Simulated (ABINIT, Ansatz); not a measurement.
**A GW chain in ABINIT: Ba2ScCuO4 (P4/mmm)**

Aim: the G0W0 gap of Ba2ScCuO4 (P4/mmm) on PBEsol, step by step.

Method: PBEsol and many-body steps on it, plane waves, in ABINIT 10.8.3.

In doubt: a PseudoDojo file used here is known to give poor structures and forces, which bears on pressures, cells, forces and phonons.

**1. Set-up**

The structure is tetragonal, space group P4/mmm (No. 123). Conventional cell: a = 4.177 Å, b = 4.177 Å, c = 8.079 Å, α = 90.00°, β = 90.00°, γ = 90.00°. Ba has 8 O at 2.81 to 2.97 Å nearest. Sc has 6 O at 2.09 to 2.22 Å nearest. Nearest to Cu lie 2 O at 1.82 Å. O has 2 Sc at 2.09 Å and 4 Ba at 2.81 Å nearest. O has 1 Cu at 1.82 Å and 1 Sc at 2.22 Å and 4 Ba at 2.97 Å nearest. Farther neighbours and most contacts between anions are not listed.

The cell and positions are those that the Materials Project relaxed with its own functionals (PBE, PBE+U or r2SCAN), kept fixed. Spin-orbit coupling is left out unless a step names it.

**2. Ground state**

This step: ABINIT 10.8.3; DFT, PBEsol, plane waves, norm-conserving pseudopotentials.

The ground-state density comes first.

Contents of run.abi:

```
acell 3*1.0 Angstrom
rprim 
  4.176956000000 0.000000000000 0.000000000000
  0.000000000000 4.176956000000 0.000000000000
  0.000000000000 0.000000000000 8.078857000000
ntypat 4
znucl 56 21 29 8
natom 8
typat 1 1 2 3 4 4 4 4
xred 
  0.500000000000 0.500000000000 0.767977000000
  0.500000000000 0.500000000000 0.232023000000
  0.000000000000 0.000000000000 0.000000000000
  0.000000000000 0.000000000000 0.500000000000
  0.000000000000 0.500000000000 0.000000000000
  0.500000000000 0.000000000000 0.000000000000
  0.000000000000 0.000000000000 0.724671000000
  0.000000000000 0.000000000000 0.275329000000
pp_dirpath "pseudos"
pseudos "Ba.upf, Sc.upf, Cu.upf, O.upf"
ecut 42
ngkpt 6 6 4
nshiftk 1
shiftk 0 0 0
kptopt 1
chksymbreak 0
nband 45
occopt 1
tolvrs 1e-10
nstep 60
prtwf 0
optforces 0
optstress 0
indata_prefix "in"
outdata_prefix "out"
tmpdata_prefix "tmp"
```

Started as:

```bash
$ OMP_NUM_THREADS=1 mpirun -n 4 abinit run.abi > log
```

Numbers of over 12 decimals in the logs are rounded to 6 here.

What it wrote:

```text
.Version 10.8.3 of ABINIT. v10.8.2 released Aug 2026.

 Symmetries : space group P4/m m m (#123); Bravais tP (primitive tetrag.)
================================================================================
 Values of the parameters that define the memory need of the present run
     intxc =       0    ionmov =       0      iscf =       7    lmnmax =       6
     lnmax =       6     mgfft =      90  mpssoang =       3    mqgrid =    4454
     natom =       8  nloc_mem =       1    nspden =       1   nspinor =       1
    nsppol =       1      nsym =      16    n1xccc =    2501    ntypat =       4
    occopt =       1   xclevel =       2
-    mband =          45        mffmem =           1         mkmem =           8
       mpw =       12429          nfft =      207360          nkpt =          30
================================================================================
  Rough estimation (10% accuracy) of disk space for files :
================================================================================

--------------------------------------------------------------------------------
------------- Echo of variables that govern the present computation ------------
--------------------------------------------------------------------------------
 -outvars: echo values of preprocessed input variables --------
            acell      1.8897261259E+00  1.8897261259E+00  1.8897261259E+00 Bohr

      chksymbreak           0
             ecut      4.20000000E+01 Hartree
-          fftalg         312

              ixc     -116133
              kpt      0.00000000E+00  0.00000000E+00  0.00000000E+00
                       1.66666667E-01  0.00000000E+00  0.00000000E+00
                       3.33333333E-01  0.00000000E+00  0.00000000E+00
                       5.00000000E-01  0.00000000E+00  0.00000000E+00
                       1.66666667E-01  1.66666667E-01  0.00000000E+00
                       3.33333333E-01  1.66666667E-01  0.00000000E+00
                       5.00000000E-01  1.66666667E-01  0.00000000E+00
                       3.33333333E-01  3.33333333E-01  0.00000000E+00
                       5.00000000E-01  3.33333333E-01  0.00000000E+00
   [... 19 further rows ...]
                       5.00000000E-01  3.33333333E-01  5.00000000E-01
                       5.00000000E-01  5.00000000E-01  5.00000000E-01
         kptrlatt        6    0    0      0    6    0      0    0    4
          kptrlen      4.73598173E+01
P           mkmem           8
            natom           8
            nband          45
            ngfft          48      48      90
             nkpt          30
            nstep          60
             nsym          16
           ntypat           4
              occ      2.000000  2.000000  2.000000  2.000000  2.000000  2.000000
                       2.000000  2.000000  2.000000  2.000000  2.000000  2.000000
                       2.000000  2.000000  2.000000  2.000000  2.000000  2.000000
                       2.000000  2.000000  2.000000  2.000000  2.000000  2.000000
                       2.000000  2.000000  2.000000  2.000000  2.000000  2.000000
                       2.000000  2.000000  2.000000  2.000000  2.000000  2.000000
                       2.000000  0.000000  0.000000  0.000000  0.000000  0.000000
[...]
optforces           0
        optstress           0
            prtwf           0
            rprim      4.1769560000E+00  0.0000000000E+00  0.0000000000E+00
[...]
spgroup         123

           tolvrs      1.00000000E-10

             xred      5.0000000000E-01  5.0000000000E-01  7.6797700000E-01
[...]
znucl       56.00000   21.00000   29.00000    8.00000

================================================================================

 chkinp: Checking input parameters for consistency.

================================================================================
== DATASET  1 ==================================================================
-   mpi_nproc: 4, omp_nthreads: 1 (-1 if OMP is not activated)

--- !DatasetInfo
iteration_state: {dtset: 1, }
dimensions: {natom: 8, nkpt: 30, mband: 45, nsppol: 1, nspinor: 1, nspden: 1, mpw: 12429, }
cutoff_energies: {ecut:  42.0, pawecutdg:  -1.0, }
electrons: {nelect:   7.40000000E+01, charge:   0.00000000E+00, occopt:   1.00000000E+00, tsmear:   1.00000000E-02, }

 Real(R)+Recip(G) space primitive vectors, cartesian coordinates (Bohr,Bohr^-1):
 R(1)=  7.8933029  0.0000000  0.0000000  G(1)=  0.1266897  0.0000000  0.0000000
 R(2)=  0.0000000  7.8933029  0.0000000  G(2)=  0.0000000  0.1266897  0.0000000
 R(3)=  0.0000000  0.0000000 15.2668271  G(3)=  0.0000000  0.0000000  0.0655015
 Unit cell volume ucvol=  9.5118791E+02 bohr^3
 Angles (23,13,12)=  9.00000000E+01  9.00000000E+01  9.00000000E+01 degrees

 getcut: wavevector=  0.0000  0.0000  0.0000  ngfft=  48  48  90
         ecut(hartree)=     42.000   => boxcut(ratio)=   2.02071

--- Pseudopotential description ------------------------------------------------
- Ba Generated using ONCVPSP code by D. R. Hamann
- 56.00000  10.00000  180301                  znucl, zion, pspdat
12 -116133 2 -1 1936                          pspcod,pspxc,lmax,lloc,mmax
     nproj     2     2     2
  pspatm : epsatm=   26.37418133
         --- l  ekb(1:nproj) -->
[...]
nproj     2     2     1
  pspatm : epsatm=    6.22910120
         --- l  ekb(1:nproj) -->
[...]
2   -1.335834
 pspatm: atomic psp has been read  and splines computed

   8.35382115E+03                                ecore*ucvol(ha*bohr**3)
--------------------------------------------------------------------------------

_setup2: Arith. and geom. avg. npw (full set) are   12367.049   12367.025

================================================================================

--- !BeginCycle
iteration_state: {dtset: 1, }
solver: {iscf: 7, nstep: 60, nline: 4, wfoptalg: 0, }
tolerances: {tolvrs: 1.00E-10, }

     iter   Etot(hartree)      deltaE(h)  residm     vres2
 ETOT  1  -329.75561592805    -3.298E+02 8.684E-02 4.004E+05
 ETOT  2  -295.70586519471     3.405E+01 1.714E-01 1.220E+06
 ETOT  3  -354.96035048644    -5.925E+01 6.581E-01 3.120E+04
 ETOT  4  -358.15438591586    -3.194E+00 3.910E-02 1.714E+04
 ETOT  5  -358.35022578789    -1.958E-01 7.693E-02 1.593E+04
 ETOT  6  -359.04477565576    -6.945E-01 1.742E-02 1.084E+04
 ETOT  7  -359.91913256546    -8.744E-01 5.902E-02 5.157E+03
 ETOT  8  -360.06548743668    -1.464E-01 1.483E-02 3.116E+03
 ETOT  9  -360.19562348462    -1.301E-01 6.060E-03 1.705E+03
 ETOT 10  -360.31366327538    -1.180E-01 1.765E-02 1.389E+02
[...]
ETOT 19  -360.34566099710    -7.923E-10 2.229E-03 1.939E-07
 ETOT 20  -360.34566099709     8.527E-12 3.399E-03 3.061E-08
 ETOT 21  -360.34566099709     1.990E-12 2.001E-03 5.194E-09
 ETOT 22  -360.34566099708     4.889E-12 1.342E-03 1.114E-10
 ETOT 23  -360.34566099708    -4.547E-13 1.555E-03 3.949E-11

 At SCF step   23       vres2   =  3.95E-11 < tolvrs=  1.00E-10 =>converged.

--- !ResultsGS
iteration_state: {dtset: 1, }
comment   : Summary of ground state results
lattice_vectors:
- [  7.8933029,   0.0000000,   0.0000000, ]
- [  0.0000000,   7.8933029,   0.0000000, ]
- [  0.0000000,   0.0000000,  15.2668271, ]
lattice_lengths: [   7.89330,    7.89330,   15.26683, ]
lattice_angles: [ 90.000,  90.000,  90.000, ] # degrees, (23, 13, 12)
lattice_volume:   9.5118791E+02
convergence: {deltae: -4.547E-13, res2:  3.949E-11, residm:  1.555E-03, diffor:  0.000E+00, }
etotal    :  -3.60345661E+02
entropy   :   0.00000000E+00
fermie    :   1.96564941E-01
cartesian_stress_tensor: null
pressure_GPa: null
xred      :
- [  5.0000E-01,   5.0000E-01,   7.6798E-01, Ba]
- [  5.0000E-01,   5.0000E-01,   2.3202E-01, Ba]
- [  0.0000E+00,   0.0000E+00,   0.0000E+00, Sc]
- [  0.0000E+00,   0.0000E+00,   5.0000E-01, Cu]
- [  0.0000E+00,   5.0000E-01,   0.0000E+00,  O]
- [  5.0000E-01,   0.0000E+00,   0.0000E+00,  O]
- [  0.0000E+00,   0.0000E+00,   7.2467E-01,  O]
- [  0.0000E+00,   0.0000E+00,   2.7533E-01,  O]
cartesian_forces: null
force_length_stats: {min: null, max: null, mean: null, }

 Integrated electronic density in atomic spheres:
 ------------------------------------------------
 Atom  Sphere_radius  Integrated_density
[...]
================================================================================

 ----iterations are completed or convergence reached----

 Mean square residual over all n,k,spin=   43.993E-07; max=  15.552E-04
 reduced coordinates (array xred) for    8 atoms
[...]
0.000000000000      0.000000000000      0.500000000000
       0.000000000000      0.500000000000      0.000000000000
       0.500000000000      0.000000000000      0.000000000000
       0.000000000000      0.000000000000      0.724671000000
       0.000000000000      0.000000000000      0.275329000000
 rms dE/dt=  0.0000E+00; max dE/dt=  0.0000E+00; dE/dt below (all hartree)
    1       0.000000000000      0.000000000000      0.000000000000
    2       0.000000000000      0.000000000000      0.000000000000
    3       0.000000000000      0.000000000000      0.000000000000
    4       0.000000000000      0.000000000000      0.000000000000
    5       0.000000000000      0.000000000000      0.000000000000
    6       0.000000000000      0.000000000000      0.000000000000
    7       0.000000000000      0.000000000000      0.000000000000
    8       0.000000000000      0.000000000000      0.000000000000

 cartesian coordinates (angstrom) at end:
    1      2.088478     2.088478     6.204376
    2      2.088478     2.088478     1.874481
    3      0.000000     0.000000     0.000000
    4      0.000000     0.000000     4.039428
    5      0.000000     2.088478     0.000000
    6      2.088478     0.000000     0.000000
    7      0.000000     0.000000     5.854513
    8      0.000000     0.000000     2.224344
 length scales=  1.889726125908  1.889726125908  1.889726125908 bohr
              =  1.000000000000  1.000000000000  1.000000000000 angstroms
 prteigrs : about to open file out_EIG
 Fermi (or HOMO) energy (hartree) =   0.19656   Average Vxc (hartree)=  -0.37899
 Eigenvalues (hartree) for nkpt=  30  k points:
 kpt#   1, nband= 45, wtk=  0.00694, kpt=  0.0000  0.0000  0.0000 (reduced coord)
  -3.89188   -2.34090   -2.32830   -2.32830   -1.54865   -0.77442   -0.76918   -0.76869
  -0.76869   -0.76289   -0.42109   -0.41467   -0.40347   -0.39439   -0.22394   -0.21950
  -0.21950   -0.21873   -0.21457   -0.21457    0.01812    0.09053    0.09053    0.09066
   0.10774    0.10774    0.12008    0.12370    0.12788    0.12788    0.13759    0.14194
   0.14358    0.17081    0.17081    0.18750    0.18750    0.27577    0.31678    0.32241
   0.33348    0.33905    0.33905    0.37356    0.39232
 prteigrs : prtvol=0 or 1, do not print more k-points.

--- !EnergyTerms
iteration_state     : {dtset: 1, }
comment             : Components of total free energy in Hartree
kinetic             :  1.61386495281943E+02
hartree             :  1.28925896968983E+02
xc                  : -6.09559404413320E+01
Ewald energy        : -2.06090410117619E+02
psp_core            :  8.78251396528727E+00
local_psp           : -3.58091551949275E+02
non_local_psp       : -3.43026647050704E+01
total_energy        : -3.60345660997082E+02
total_energy_eV     : -9.80550496345494E+03
band_energy         : -3.44044984243795E+01

== END DATASET(S) ==============================================================
================================================================================

 -outvars: echo values of variables after computation  --------
           etotal     -3.6034566100E+02
            nband          45
             nkpt          30
          spgroup         123
 [... the other variables as echoed above ...]

 Calculation completed.
```

It took 7 min on 4 MPI ranks of Arm Neoverse V1, shared host; peak memory 0.74 GiB.

Numbers from this step:

| Item | Value |
| --- | --- |
| total energy | -9805.5050 eV |
| gap | 1.933 eV |
| k of the valence top | 0, 0, 0.5 |
| k of the conduction bottom | 0.5, 0, 0 |
| least direct gap | 1.995 eV |

The gap is indirect, with the least direct gap 0.06 eV higher.

**3. Empty states on the mesh, 2×2×1 mesh, 116 bands**

The sums over transitions need many empty states on a uniform mesh; this step solves for them.

Edit run.abi of step 2 so:

```diff
@@ -21,3 +21,3 @@
 ecut 42
-ngkpt 6 6 4
+ngkpt 2 2 1
 nshiftk 1
@@ -26,9 +26,10 @@
 chksymbreak 0
-nband 45
-occopt 1
-tolvrs 1e-10
+iscf -2
+irdden 1
+istwfk *1
+nband 116
+nbdbuf 10
+tolwfr 1e-09
 nstep 60
-prtwf 0
-optforces 0
-optstress 0
+prtvol 0
 indata_prefix "in"
```

What it wrote:

```text
.Version 10.8.3 of ABINIT. v10.8.2 released Aug 2026.

 Symmetries : space group P4/m m m (#123); Bravais tP (primitive tetrag.)
[... echo of the input left out ...]
== DATASET  1 ==================================================================
-   mpi_nproc: 4, omp_nthreads: 1 (-1 if OMP is not activated)
-    --> not optimal distribution: autoparal keyword recommended in input file <--

--- !DatasetInfo
iteration_state: {dtset: 1, }
dimensions: {natom: 8, nkpt: 3, mband: 116, nsppol: 1, nspinor: 1, nspden: 1, mpw: 12409, }
cutoff_energies: {ecut:  42.0, pawecutdg:  -1.0, }
electrons: {nelect:   7.40000000E+01, charge:   0.00000000E+00, occopt:   1.00000000E+00, tsmear:   1.00000000E-02, }

 Real(R)+Recip(G) space primitive vectors, cartesian coordinates (Bohr,Bohr^-1):
 R(1)=  7.8933029  0.0000000  0.0000000  G(1)=  0.1266897  0.0000000  0.0000000
 R(2)=  0.0000000  7.8933029  0.0000000  G(2)=  0.0000000  0.1266897  0.0000000
 R(3)=  0.0000000  0.0000000 15.2668271  G(3)=  0.0000000  0.0000000  0.0655015
 Unit cell volume ucvol=  9.5118791E+02 bohr^3
 Angles (23,13,12)=  9.00000000E+01  9.00000000E+01  9.00000000E+01 degrees

 getcut: wavevector=  0.0000  0.0000  0.0000  ngfft=  48  48  90
         ecut(hartree)=     42.000   => boxcut(ratio)=   2.02071

--- Pseudopotential description ------------------------------------------------
- Ba Generated using ONCVPSP code by D. R. Hamann
- 56.00000  10.00000  180301                  znucl, zion, pspdat
12 -116133 2 -1 1936                          pspcod,pspxc,lmax,lloc,mmax
     nproj     2     2     2
  pspatm : epsatm=   26.37418133
         --- l  ekb(1:nproj) -->
             0    6.652372    0.677024
             1    5.027722    0.408462
             2    2.543237    0.416854
 pspatm: atomic psp has been read  and splines computed

- Sc Generated using ONCVPSP code by D. R. Hamann
- 21.00000  11.00000  180301                  znucl, zion, pspdat
12 -116133 2 -1 1642                          pspcod,pspxc,lmax,lloc,mmax
     nproj     2     2     2
  pspatm : epsatm=   13.58981452
         --- l  ekb(1:nproj) -->
[...]
pspatm: atomic psp has been read  and splines computed

- Cu Generated using ONCVPSP code by D. R. Hamann
- 29.00000  19.00000  180301                  znucl, zion, pspdat
12 -116133 2 -1 1492                          pspcod,pspxc,lmax,lloc,mmax
     nproj     2     2     2
  pspatm : epsatm=   21.63489298
         --- l  ekb(1:nproj) -->
[...]
pspatm: atomic psp has been read  and splines computed

- O Generated using ONCVPSP code by D. R. Hamann
-  8.00000   6.00000  180301                  znucl, zion, pspdat
12 -116133 2 -1 936                           pspcod,pspxc,lmax,lloc,mmax
     nproj     2     2     1
  pspatm : epsatm=    6.22910120
         --- l  ekb(1:nproj) -->
[...]
2   -1.335834
[...]
4.78E-10  3.98E-10  1.10E-10  2.66E-10  2.89E-10  2.25E-10  7.51E-10  7.86E-10
[...]
1.81E-07  6.83E-07  1.82E-07  2.05E-06
 -3.8919E+00 -2.3409E+00 -2.3283E+00 -2.3283E+00 -1.5486E+00 -7.7442E-01
 -7.6918E-01 -7.6869E-01 -7.6869E-01 -7.6289E-01 -4.2109E-01 -4.1467E-01
 -4.0347E-01 -3.9439E-01 -2.2394E-01 -2.1950E-01 -2.1950E-01 -2.1873E-01
[...]
1.2629E+00  1.2822E+00  1.2822E+00  1.3227E+00  1.3227E+00  1.3384E+00
  1.3445E+00  1.3526E+00  1.3594E+00  1.3604E+00  1.3604E+00  1.3646E+00
  1.3723E+00  1.3723E+00
 prteigrs : prtvol=0 or 1, do not print more k-points.

--- !ResultsGS
iteration_state: {dtset: 1, }
comment   : Summary of ground state results
lattice_vectors:
- [  7.8933029,   0.0000000,   0.0000000, ]
- [  0.0000000,   7.8933029,   0.0000000, ]
- [  0.0000000,   0.0000000,  15.2668271, ]
lattice_lengths: [   7.89330,    7.89330,   15.26683, ]
lattice_angles: [ 90.000,  90.000,  90.000, ] # degrees, (23, 13, 12)
lattice_volume:   9.5118791E+02
convergence: {deltae:  0.000E+00, res2:  0.000E+00, residm:  9.991E-10, diffor:  0.000E+00, }
etotal    :  -3.60345661E+02
entropy   :   0.00000000E+00
fermie    :   1.96564941E-01
cartesian_stress_tensor: null
pressure_GPa: null
xred      :
- [  5.0000E-01,   5.0000E-01,   7.6798E-01, Ba]
- [  5.0000E-01,   5.0000E-01,   2.3202E-01, Ba]
- [  0.0000E+00,   0.0000E+00,   0.0000E+00, Sc]
- [  0.0000E+00,   0.0000E+00,   5.0000E-01, Cu]
- [  0.0000E+00,   5.0000E-01,   0.0000E+00,  O]
- [  5.0000E-01,   0.0000E+00,   0.0000E+00,  O]
- [  0.0000E+00,   0.0000E+00,   7.2467E-01,  O]
- [  0.0000E+00,   0.0000E+00,   2.7533E-01,  O]
cartesian_forces: null
force_length_stats: {min: null, max: null, mean: null, }

 Integrated electronic density in atomic spheres:
 ------------------------------------------------
 Atom  Sphere_radius  Integrated_density
[...]
================================================================================

 ----iterations are completed or convergence reached----

 Mean square residual over all n,k,spin=   49.752E-11; max=  99.911E-11
 reduced coordinates (array xred) for    8 atoms
[...]
0.000000000000      0.000000000000      0.724671000000
       0.000000000000      0.000000000000      0.275329000000

 cartesian coordinates (angstrom) at end:
    1      2.088478     2.088478     6.204376
    2      2.088478     2.088478     1.874481
[...]
8      0.000000     0.000000     2.224344
 length scales=  1.889726125908  1.889726125908  1.889726125908 bohr
              =  1.000000000000  1.000000000000  1.000000000000 angstroms
 prteigrs : about to open file out_EIG
 Eigenvalues (hartree) for nkpt=   3  k points:
 kpt#   1, nband=116, wtk=  0.25000, kpt=  0.0000  0.0000  0.0000 (reduced coord)
[...]
1.20907    1.22670    1.24760    1.25462    1.25583    1.25583    1.26293    1.28224
   1.28224    1.32275    1.32275    1.33839    1.34451    1.35264    1.35942    1.36042
   1.36042    1.36457    1.37230    1.37231
 prteigrs : prtvol=0 or 1, do not print more k-points.

== END DATASET(S) ==============================================================
================================================================================

 -outvars: echo values of variables after computation  --------
            nband         116
             nkpt           3
          spgroup         123
 [... the other variables as echoed above ...]

 Calculation completed.
```

The job ended after 53 s (4 MPI ranks; peak memory 0.45 GiB).

Numbers from this step:

| Item | Value |
| --- | --- |
| gap | 1.956 eV |
| k of the valence top | 0.5, 0.5, 0 |
| k of the conduction bottom | 0.5, 0, 0 |
| least direct gap | 1.995 eV |
| k points computed | 3 |
| lowest point of the top converged band, above the valence top | 29.14 eV |

On this mesh the gap is 1.956 eV.

(Continued in part 2 of 2.)

[Paths, hosts, dates, memory and timing lines, banners, echoed tables and standing remarks are left out of the program output.]

[Logs are printed without paths, hosts, clocks, repeated set-up lines and the standing remarks that a program may print on its own settings, such as how far it seeks lower states.]

[Runs of the session that timed out or met a known fault of the program may be left out.]

[Hosts, paths, dates, database ids (printed as entryN), source tags and the programs' standing remarks are cut or masked in the printed files.]

[G0W0 gaps are taken among the corrected bands and points alone; a level outside them can change the order at an edge.]

[Where Ansatz stands beside ABINIT at settings called matched, ABINIT's density can come from a denser mesh and the files from another edition; pairs whose starting gaps differed by over 0.03 eV were left out, so agreement reads better than it is.]
